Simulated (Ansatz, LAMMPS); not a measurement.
# Squeezing and shearing glassy 77SiO2-6B2O3-8CaO-8MgO (mol %) (142 atoms): runs compared

How stiff is glassy 77SiO2-6B2O3-8CaO-8MgO (mol %) (142 atoms), and how do its levels respond to strain?

Computed with Ansatz 0.2.0: Kohn-Sham DFT, PBE, PAW (set soft_2), plane waves.

**1. The cell as built**

The cell holds 142 atoms: 37 Si, 6 B, 4 Ca, 4 Mg and 91 O. Its edges and angles: a = 12.397 Å, b = 12.397 Å, c = 12.397 Å, α = 90.0°, β = 90.0°, γ = 90.0°. 142 atoms (37 Si, 6 B, 4 Ca, 4 Mg, 91 O) placed at random at 2.31 g/cm³, melted at 3000 K for 20 ps at fixed volume with the Buckingham and Coulomb pair potential of Guillot and Sator (Geochim. Cosmochim. Acta 71, 1249 (2007)) with the boron terms of Wang et al. (J. Non-Cryst. Solids 498, 294 (2018)). Quenched from 3000 K to 300 K at 100 K/ps and fixed volume, held 10 ps at zero pressure.

What the set-up can't give: The quench rate of 100 K/ps is orders of magnitude faster than experiment, which tends to freeze in extra defects. The network of bonds at the start is that of the classical potential that made the cell, and needn't be the one that DFT or experiment would give. Sampling is at Γ alone.

**2. The reference run**

The reference is a single point at the end of the relaxation.

Every strained cell starts from the geometry of this run, and its atoms are relaxed with the cell held.

Its input, with most atom lines left out:

```yaml
crystal:
  lattice:
    - [12.19329, 0.01523, 0.27541]
    - [0.01523, 12.67783, 0.0718]
    - [0.27541, 0.0718, 12.70541]
  atoms:
    - { symbol: Si, position: [0.27642, 0.27886, 0.47234] }
    - { symbol: Si, position: [0.22996, 0.39749, 0.66678] }
    - { symbol: Si, position: [0.98249, 0.54252, 0.46306] }
    - { symbol: Si, position: [0.60876, 0.36229, 0.14962] }
    - { symbol: Si, position: [0.487, 0.04434, 0.23346] }
    - { symbol: Si, position: [0.66812, 0.7489, 0.94504] }
    - { symbol: Si, position: [0.9014, 0.88972, 0.9429] }
    [... atom lines 8 to 142 left out ...]
kpoints:
  mp_grid: { grid: [1, 1, 1] }
hamiltonian:
  xc: pbe
scf:
  occupations: { method: fermi_dirac, width: 0.025 }
output:
  forces: true
  stress: true
  populations: intrinsic
  dos:
    method: { smearing: { sigma: 0.1 } }
    de: 0.1
    projected: { site_lists: { B: [B], Ca: [Ca], Mg: [Mg], O: [O], Si: [Si] } }
  eigenvalues: true
  write_density: true
  write_potential: true
  volumetric_format: npy
```

* free energy per atom: -642.3280 eV/atom
* r.m.s. force component: 0.00593 eV/Å
* pressure: -0.002458 GPa

Filled and empty levels are parted by 3.90 eV (at Γ alone); a semilocal functional tends to put such gaps too low. In a disordered cell it changes from sample to sample, and tail or defect levels can set it.

**3. The runs**

Each row is one run, on 4 threads of Intel Xeon Platinum 8488C (Sapphire Rapids), shared host. The free energy is the program's total, comparable only between runs with the same functional, potentials and atoms.

```csv
run,atoms,outcome,"ionic steps, all passes",free energy (eV),time,host memory (GiB)
Single point at the start,142,converged,-,-91199.764,26 s,3.0
Cell and atoms relaxed,142,converged,31,-91210.573,12 min,3.3
Single point at the relaxed geometry,142,converged,-,-91210.573,39 s,3.2
Volume -3 %,142,converged,8,-91210.276,3.8 min,3.1
Volume +3 %,142,converged,7,-91210.301,3 min,3.3
Volume -6 %,142,converged,12,-91209.410,4.6 min,3.0
Volume +6 %,142,converged,10,-91209.498,4.6 min,3.3
Volume -10 %,142,converged,13,-91207.401,5.7 min,3.0
Stretched by 1 % along x,142,converged,5,-91210.514,2 min,3.2
Compressed by 1 % along x,142,converged,7,-91210.508,2.6 min,3.1
Sheared by 2 % in xy,142,converged,6,-91210.493,2.6 min,3.2
```

In some runs the program notes that the exchange-correlation potential is rough where the density is thin and the SCF threshold is loose for the stress.

**4. Pressure against volume**

Atoms are relaxed at each volume, in the scaled cell.

```csv
volume change (%),volume (Å³/atom),energy change (meV/atom),pressure (GPa),largest move on relaxing (Å),bonds,gap (eV)
-10,12.442,22.34,5.27,0.86,210,4.24
-6,12.995,8.19,3.16,0.29,209,4.15
-3,13.409,2.09,1.60,0.11,207,4.03
+0,13.824,0.00,0.00,-,207,3.90
+3,14.239,1.91,-1.51,0.11,206,3.76
+6,14.654,7.57,-2.81,0.27,202,3.65
```

**5. Uniaxial strain and shear**

Stress (GPa, compression positive) less that of the relaxed cell, atoms relaxed:

```csv
strain,xx,yy,zz,xy,energy change (meV/atom)
stretched by 1 % along x,-1.045,-0.335,-0.323,-0.053,0.41
compressed by 1 % along x,1.003,0.344,0.314,0.042,0.45
sheared by 2 % in xy,-0.106,-0.144,-0.083,-0.675,0.56
```

**6. Findings**

The bulk modulus, from the slope of pressure against ln V over the three points nearest the relaxed volume, is 51.9 GPa; between neighbouring points the slope runs 49, 50, 53, 51 and 45 GPa from the smallest volume up, without a steady fall, so no pressure derivative is given. The count of bonds runs from 202 to 210 over the series, so at some points contacts cross the cutoffs. At -10 % some atom moved by over 0.5 Å on relaxing, so that point may sit in another local minimum. The gap goes from 4.24 eV at the smallest volume to 3.65 eV at the largest, -3.7 eV per unit of ln V by a straight line, on the run's k-points. In the Cartesian axes of the cell, finite differences give C11 = 102, C12 = 33.9, C13 = 31.9 and C66 = 33.7 GPa (the shear of 2 % is the engineering strain, εxy = 0.01). The mean of C11, C12 and C13, which equals the bulk modulus in a cubic or isotropic solid, is 56.1 GPa: it agrees with the bulk modulus within 10 %. For an isotropic solid C66 would equal (C11 − C12)/2 = 34.2 GPa; so small a sample needn't be isotropic, and C66 rests on one shear. With the bulk modulus and C66 as K and G, Young's modulus would be about 83 GPa and Poisson's ratio 0.23.

**Limits.** Strains are finite and relaxations stop at the force tolerance of the input, which can leave moduli too stiff; they are those of a static cell at zero temperature. Volumes are changed with the cell's shape held, so in an anisotropic solid the modulus lies over the one under free hydrostatic load. The program notes that the SCF threshold of the relaxations is loose for the stress.

The DFT runs together took 42 min of wall time.

[Logs are printed without paths, hosts, clocks, repeated set-up lines and the standing remarks that a program may print on its own settings, such as how far it seeks lower states.]

[Hosts, paths, dates, database ids (printed as entryN), source tags and the programs' standing remarks are cut or masked in the printed files.]
